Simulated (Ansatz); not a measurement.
**SnH2 (model cell, started as rutile): following an unstable mode**

Aim: this structure of SnH2 (model cell, started as rutile) is to be tested for unstable modes, and one is followed downhill.

Main program and level: Ansatz 0.2.0; DFT PBE, scalar-relativistic, plane waves, PAW.

This is a report of a sequence of runs, with most program output left out.

The structure was built from a prototype and need not be the compound's stable phase.

## (1) The starting structure

The structure is tetragonal, space group P4_2/mnm (No. 136). The conventional cell has a = 4.858 Å, b = 4.858 Å, c = 3.642 Å, α = 90.00°, β = 90.00°, γ = 90.00°. Nearest to Sn lie 6 H at 2.14 to 2.24 Å. H has 3 Sn at 2.14 to 2.24 Å nearest. Farther neighbours are not listed.

## (2) Phonons on a q mesh

The cell comes from relaxations at this level that are not shown. Stability and thermal properties need the whole zone. Linear response on a 2×2×4 q mesh gives force constants as far as a supercell of that size would.

The input, input.yaml:

```yaml
crystal:
  lattice:
    - [4.8575969519, 0.0, 0.0]
    - [0.0, 4.8575969519, 0.0]
    - [0.0, 0.0, 3.6419952209]
  atoms:
    - { symbol: Sn, position: [0.0, 0.0, 0.0] }
    - { symbol: Sn, position: [0.5, 0.5, 0.5] }
    - { symbol: H, position: [0.3110725174, 0.3110725174, 0.0] }
    - { symbol: H, position: [0.6889274826, 0.6889274826, 0.0] }
    - { symbol: H, position: [0.8110725174, 0.1889274826, 0.5] }
    - { symbol: H, position: [0.1889274826, 0.8110725174, 0.5] }
kpoints:
  mp_grid: { grid: [8, 8, 12] }
hamiltonian:
  xc: pbe
scf:
  occupations: { method: methfessel_paxton, width: 0.2 }
output:
  eigenvalues: true
phonons:
  method: dfpt
  qmesh: [2, 2, 4]
  temperatures: { t_max: 1000, t_step: 50 }
  qpath:
    path:
      - [[0.0, 0.0, 0.0], [0.0, 0.5, 0.0], [0.5, 0.5, 0.0], [0.0, 0.0, 0.0], [0.0, 0.0, 0.5], [0.0, 0.5, 0.5], [0.5, 0.5, 0.5], [0.0, 0.0, 0.5]]
      - [[0.0, 0.5, 0.0], [0.0, 0.5, 0.5]]
      - [[0.5, 0.5, 0.0], [0.5, 0.5, 0.5]]
    npoints: 10
```

Run with:

```
$ ansatz run input.yaml --threads 8 --pin off --max-ram 14336MiB --backend cpu --events-out ev --progress --plain --runs-dir out
```

Wall time 8.1 min (8 threads of Arm Neoverse N1, shared host); peak memory 2.1 GiB; 62 min of CPU time.

This step gave:

```
volume per atom                                         : 14.32 Å³
gap on the k-mesh                                       : 0 eV
sum-rule residual before enforcement                    : 2.40e-5 eV/Å²
lowest frequency on the path                            : -804.8 cm⁻¹
point group                                             : 4/mmm
highest frequency on the path or at a solved wavevector : 976.8 cm⁻¹
highest optical mode at the zone centre (no LO-TO term) : 976.8 cm⁻¹
lowest optical zone-centre mode                         : -557.4 cm⁻¹
lowest mode on the q mesh (acoustic modes at Γ apart)   : -804.8 cm⁻¹
```

Frequencies (cm⁻¹) solved at each irreducible wavevector; negative means imaginary. Frequencies by wavevector, by row:

```csv
q in reciprocal lattice units,star,mode 1,mode 2,mode 3,mode 4,mode 16,mode 17,mode 18
0 0 0,1,-557.4,-342.6,0,0,621.4,658.1,976.8
0 0 0.25,2,-463,-426.4,-426.4,-289.8,568.8,689.7,956.8
0 0 -0.5,1,-804.8,-804.8,65.5,65.5,552.8,825.7,825.7
0 -0.5 0,2,-345.8,-345.8,40.4,40.4,586.5,798.2,798.2
0 -0.5 0.25,4,-382.7,-382.7,41.3,41.3,564.9,841.6,841.6
0 -0.5 -0.5,2,-722.1,-722.1,-30.2,-30.2,472.4,887.6,887.6
-0.5 -0.5 0,1,-442.9,-442.9,-4.8,-4.8,522.2,871,871
-0.5 -0.5 0.25,2,-358.2,-358.2,-325.1,-325.1,551.2,843.5,843.5
-0.5 -0.5 -0.5,1,-793.6,-793.6,48.9,48.9,534.9,838.3,838.3
```

Interpolated from a 2×2×4 q mesh. The phonon branches at the labelled points (cm⁻¹):

```
    point  branch 1  branch 2  branch 3  branch 4  branch 15  branch 16  branch 17  branch 18
        Γ      -557      -343         0         0        571        621        658        977
  halfway      -486      -315       -40        17        580        597        627        940
        X      -346      -346        40        40        586        586        798        798
  halfway      -397      -397        40        40        555        555        836        836
        M      -443      -443        -5        -5        522        522        871        871
  halfway      -460      -337       -22        22        566        576        672        928
        Γ      -557      -343         0         0        571        621        658        977
  halfway      -463      -426      -426      -290        569        569        690        957
        Z      -805      -805        66        66        553        553        826        826
  halfway      -763      -763        65        65        492        492        863        863
        R      -722      -722       -30       -30        472        472        888        888
  halfway      -756      -756        58        58        510        510        868        868
        A      -794      -794        49        49        535        535        838        838
  halfway      -768      -747       -47        60        489        540        834        892
        Z      -805      -805        66        66        553        553        826        826
jump to X      -346      -346        40        40        586        586        798        798
  halfway      -383      -383        41        41        565        565        842        842
        R      -722      -722       -30       -30        472        472        888        888
jump to M      -443      -443        -5        -5        522        522        871        871
  halfway      -358      -358      -325      -325        551        551        844        844
        A      -794      -794        49        49        535        535        838        838
```

Symmetry leaves 9 wavevectors to solve. The lowest mode among them, the acoustic zeros apart, lies at q = (0, 0, -0.5) and is imaginary, 804.8i cm⁻¹, so the energy falls along it.

## (3) The mode frozen in, largest atomic shift 0 Å

The mode followed lies at q = (-0.5, -0.5, -0.5) with frequency 793.6i cm⁻¹ and is 2-fold degenerate, one of the unstable modes though not the softest. At small amplitude the distorted cell has space group no. 24 by a symmetry search on the positions. The undistorted cell that holds it gives the zero of energy on the same k mesh.

System of this step: SnH2 (model cell, started as rutile). It takes space group P4_2/mnm (No. 136, tetragonal). Conventional cell: a = 4.858 Å, b = 4.858 Å, c = 3.642 Å, α = 90.00°, β = 90.00°, γ = 90.00°. Sn has 6 H at 2.14 to 2.24 Å nearest. Nearest to H lie 3 Sn at 2.14 to 2.24 Å. Farther neighbours are not listed.

The input, input.yaml:

```yaml
crystal:
  lattice:
    - [4.8575969519, 0.0, 3.6419952209]
    - [4.8575969519, 0.0, -3.6419952209]
    - [0.0, 4.8575969519, 3.6419952209]
  atoms:
    - { symbol: Sn, position: [0.0, 0.0, 0.0] }
    - { symbol: Sn, position: [0.5, 0.5, 0.0] }
    - { symbol: Sn, position: [0.25, 0.25, 0.5] }
    - { symbol: Sn, position: [0.75, 0.75, 0.5] }
    - { symbol: H, position: [0.0, 0.3110725174, 0.3110725174] }
    - { symbol: H, position: [0.5, 0.8110725174, 0.3110725174] }
    - { symbol: H, position: [0.0, 0.6889274826, 0.6889274826] }
    - { symbol: H, position: [0.5, 0.1889274826, 0.6889274826] }
    - { symbol: H, position: [0.5610725174, 0.25, 0.1889274826] }
    - { symbol: H, position: [0.0610725174, 0.75, 0.1889274826] }
    - { symbol: H, position: [0.9389274826, 0.25, 0.8110725174] }
    - { symbol: H, position: [0.4389274826, 0.75, 0.8110725174] }
kpoints:
  mp_grid: { grid: [8, 8, 8] }
hamiltonian:
  xc: pbe
scf:
  occupations: { method: methfessel_paxton, width: 0.2 }
output:
  forces: true
  stress: true
  eigenvalues: true
```

Elapsed: 5.9 s, on 8 threads; peak memory 0.86 GiB.

This step gave:

| Property | Result |
| --- | --- |
| pressure | 0.04361 GPa |
| energy from the undistorted cell | 0 meV/atom |

The run ends at a pressure of 0.04 GPa, with forces up to 0.0039 eV/Å.

## (4) The mode frozen in, largest atomic shift 0.45 Å

The atoms are moved along the unstable eigenvector, the largest shift by 0.45 Å, with the cell fixed.

The input, input.yaml:

```yaml
crystal:
  lattice:
    - [4.8575969519, 0.0, 3.6419952209]
    - [4.8575969519, 0.0, -3.6419952209]
    - [0.0, 4.8575969519, 3.6419952209]
  atoms:
    - { symbol: Sn, position: [3.81597e-05, 0.0, -3.81597e-05] }
    - { symbol: Sn, position: [0.4999618403, 0.5, 3.81597e-05] }
    - { symbol: Sn, position: [0.25, 0.2499027005, 0.4999027005] }
    - { symbol: Sn, position: [0.75, 0.7500972995, 0.5000972995] }
    - { symbol: H, position: [0.0606832711, 0.2493017091, 0.3121600547] }
    - { symbol: H, position: [0.4393167289, 0.8728433258, 0.3099849802] }
    - { symbol: H, position: [-0.0628583456, 0.7506982909, 0.6900150198] }
    - { symbol: H, position: [0.5628583456, 0.1271566742, 0.6878399453] }
    - { symbol: H, position: [0.5368467654, 0.2769987538, 0.1917004844] }
    - { symbol: H, position: [0.0852982694, 0.7230012462, 0.1861544808] }
    - { symbol: H, position: [0.9631532346, 0.2285472498, 0.8138455192] }
    - { symbol: H, position: [0.4147017306, 0.7714527502, 0.8082995156] }
kpoints:
  mp_grid: { grid: [8, 8, 8] }
hamiltonian:
  xc: pbe
scf:
  occupations: { method: methfessel_paxton, width: 0.2 }
output:
  forces: true
  stress: true
  eigenvalues: true
```

Run time: 15 s. Hardware: 8 threads; peak memory 0.92 GiB.

Numbers from this step:

* pressure: 2.109 GPa
* energy from the undistorted cell: -40.16 meV/atom

The energy, extrapolated to zero smearing, is -40.16 meV/atom against the undistorted cell.

The run ends at a pressure of 2.11 GPa, with forces up to 0.37 eV/Å.

## (5) Energy along the mode, all amplitudes (two of the runs are shown above)

An imaginary frequency means negative curvature, so the energy should fall and then rise again as anharmonic terms take over.

Numbers from this step:

```
depth at the lowest point sampled  : 40.16 meV/atom
largest atomic shift at that point : 0.45 Å
```

Energy from the parent against largest atomic shift:

| largest atomic shift (Å) | energy from the parent (meV/atom) |
| --- | --- |
| 0.000 | 0 |
| 0.040 | -0.688 |
| 0.080 | -2.68 |
| 0.140 | -7.72 |
| 0.220 | -16.9 |
| 0.320 | -29.2 |
| 0.450 | -40.2 |
| 0.600 | -34.6 |

Displacement at unit largest shift by atom:

| atom | x (Å) | y (Å) | z (Å) | size |
| --- | --- | --- | --- | --- |
| Sn1 | 0.00 | 0.00 | 0.00 | 0.00 |
| Sn2 | 0.00 | 0.00 | 0.00 | 0.00 |
| Sn3 | 0.00 | 0.00 | 0.00 | 0.00 |
| Sn4 | 0.00 | 0.00 | 0.00 | 0.00 |
| H5 | -0.01 | 0.01 | 1.00 | 1.00 |
| H6 | 0.01 | -0.01 | -1.00 | 1.00 |
| H7 | -0.01 | 0.01 | -1.00 | 1.00 |
| H8 | 0.01 | -0.01 | 1.00 | 1.00 |
| H9 | 0.03 | 0.03 | -0.39 | 0.39 |
| H10 | -0.03 | -0.03 | 0.39 | 0.39 |
| H11 | 0.03 | 0.03 | 0.39 | 0.39 |
| H12 | -0.03 | -0.03 | -0.39 | 0.39 |

The lowest of the steps tried is at 0.45 Å, 40.2 meV/atom below the parent; the bottom of the well need not coincide with a step.

## (6) Relaxing from the distorted cell

Starting from the lowest point found, all atoms and the cell are let go, so that strain and other modes of the same symmetry can join in.

input.yaml: that of step 4 with these lines changed.

```diff
@@ -28 +28,6 @@
   eigenvalues: true
+relax:
+  adjacent_minimum: "off"
+  f_tol: 0.002
+  max_steps: 120
+  cell: { stress_tol: 0.03 }
```

The job ended after 2.7 min (8 threads; peak memory 1 GiB; 21 min of CPU time).

Step by step:

```
step  energy less that of the first step (eV)  largest force component (eV/Å)  pressure (GPa)  volume (Å³)
   1                                   0.0000                          0.3562            2.11       171.87
   2                                  -0.4169                          0.4760           -0.62       182.79
   3                                  -0.7382                          0.1688            0.60       183.34
   4                                  -0.8908                          0.0510           -0.01       183.88
   5                                  -0.8897                          0.0539           -0.59       185.91
   6                                  -0.9015                          0.0106           -0.08       183.30
   7                                  -0.9026                          0.0011            0.00       182.24
  8*                                  -0.9186                          0.0009            0.06       182.24
   9                                  -0.9188                          0.0015            0.01       182.67
 10*                                  -0.9191                          0.0015            0.01       182.67
```

Relaxation steps marked * repeat the geometry before them on a plane-wave basis chosen anew for their cell, so energy and pressure can jump there.

The run keeps the 4 symmetry operations that it works with, so distortions that break them were not tested.

| cell as run | before | after | change |
| --- | --- | --- | --- |
| a (Å) | 6.071 | 6.257 | +3.1 % |
| b (Å) | 6.071 | 6.257 | +3.1 % |
| c (Å) | 6.071 | 6.257 | +3.1 % |
| α (°) | 111.09 | 115.72 | +4.2 % |
| β (°) | 68.91 | 64.29 | -6.7 % |
| γ (°) | 73.72 | 82.40 | +11.8 % |
| volume (Å³/atom) | 14.32 | 15.22 | +6.3 % |

The atoms that moved most (Å, as changes of fractional coordinates times the final cell):

| atom | dx | dy | dz | length |
| --- | --- | --- | --- | --- |
| H11 | 0.131 | 0.113 | 0.565 | 0.591 |
| H12 | -0.113 | -0.131 | -0.565 | 0.591 |
| H9 | 0.113 | 0.131 | -0.565 | 0.591 |
| H10 | -0.131 | -0.113 | 0.565 | 0.591 |
| H8 | 0.140 | -0.122 | 0.256 | 0.316 |
| H6 | 0.122 | -0.140 | -0.256 | 0.316 |
| H7 | -0.122 | 0.140 | -0.256 | 0.316 |
| H5 | -0.140 | 0.122 | 0.256 | 0.316 |

The relaxed structure:

```
Sn H
1.0
     4.70776   -0.00039    4.12100
     4.70776   -0.00039   -4.12100
    -0.00039    4.70776    4.12100
Sn H
4 8
Direct
  0.98562 0.00000 0.01438
  0.51438 0.50000 0.98562
  0.25000 0.26443 0.51443
  0.75000 0.73557 0.48557
  0.06399 0.21636 0.33799
  0.43601 0.90198 0.28035
  0.87837 0.78364 0.71965
  0.62163 0.09802 0.66201
  0.46626 0.37149 0.21960
  0.15189 0.62851 0.16224
  0.03374 0.18586 0.83776
  0.34811 0.81414 0.78040
```

Numbers from this step:

* pressure: 0.01223 GPa
* volume per atom: 15.22 Å³
* gap on the k-mesh: 0.2146 eV

The distorted start has space group I2_12_12_1; the relaxation ends in I-42d.

## (7) The phases reached

The phases reached along the modes that were followed are set side by side.

Energies are those of the first relaxation, on the mesh of the frozen mode; space group, volume and gap are those of the last relaxation. Phases, by row:

| mode frozen in | space group | energy from parent (meV/atom) | volume (Å³/atom) | gap on mesh (eV) | lowest zone-centre optical mode (cm⁻¹) | largest shift (Å) |
| --- | --- | --- | --- | --- | --- | --- |
| parent | P4_2/mnm | 0 | 14.32 | 0 | – | – |
| q = (0, 0, -0.5), 805i cm⁻¹ | Cmcm | -45.2 | 14.74 | 0 | – | 0.564 |
| q = (0, 0, -0.5), 805i cm⁻¹ | P4_12_12 | -148.2 | 17.02 | 1.219 | – | 1.096 |
| q = (0, 0, -0.5), 805i cm⁻¹ | P4_32_12 | -148.2 | 17.02 | 1.219 | – | 1.096 |
| q = (-0.5, -0.5, -0.5), 794i cm⁻¹ | Imma | -38.62 | 14.38 | 0 | – | 0.57 |
| q = (-0.5, -0.5, -0.5), 794i cm⁻¹ | I-42d | -116.9 | 15.23 | 0.212 | – | 0.791 |
| q = (-0.5, -0.5, -0.5), 794i cm⁻¹ | I-42d | -116.9 | 15.22 | 0.215 | – | 0.789 |

## (8) Summary of results

```
unstable mode of the parent                                                      : q = (-0.5, -0.5, -0.5), 794i cm⁻¹
depth at the lowest point sampled                                                : 40.2 meV/atom
largest atomic shift at that point                                               : 0.45 Å
space group reached (within 0.01 Å)                                              : I-42d
energy gained over the parent (first relaxation, on the mesh of the frozen mode) : 117 meV/atom
volume per atom, phase reached                                                   : 15.2 Å³
gap on the k-mesh, phase reached                                                 : 0.215 eV
```

What this shows: Along this mode the structure falls into I-42d, 117 meV/atom below the parent. At the parent's cell the well is 40.16 meV/atom deep on the steps tried, with its lowest point at a shift of 0.45 Å. Relaxing atoms and cell changes the gain by +76.73 meV/atom against the lowest step (energies at zero smearing). Most of the total comes from this relaxation. The modes of the phase reached were not computed on this path. Of the 6 patterns followed to their end from this parent, this one ends 31.3 meV/atom above the lowest, P4_32_12. Each path keeps the symmetry of its pattern, so a lower phase may lie along a pattern not tried. With no gap, or one that is small against the smearing, the frequencies hang on the k mesh and the smearing, most of all near Kohn anomalies. Spin-orbit coupling is left out, which can matter for the heavy elements here. The starting cell was built on a prototype and not taken from a measurement, so the phase need not exist.

[Logs are printed without paths, hosts, clocks, repeated set-up lines and the standing remarks that a program may print on its own settings, such as how far it seeks lower states.]

[Hosts, paths, dates, database ids (printed as entryN), source tags and the programs' standing remarks are cut or masked in the printed files.]
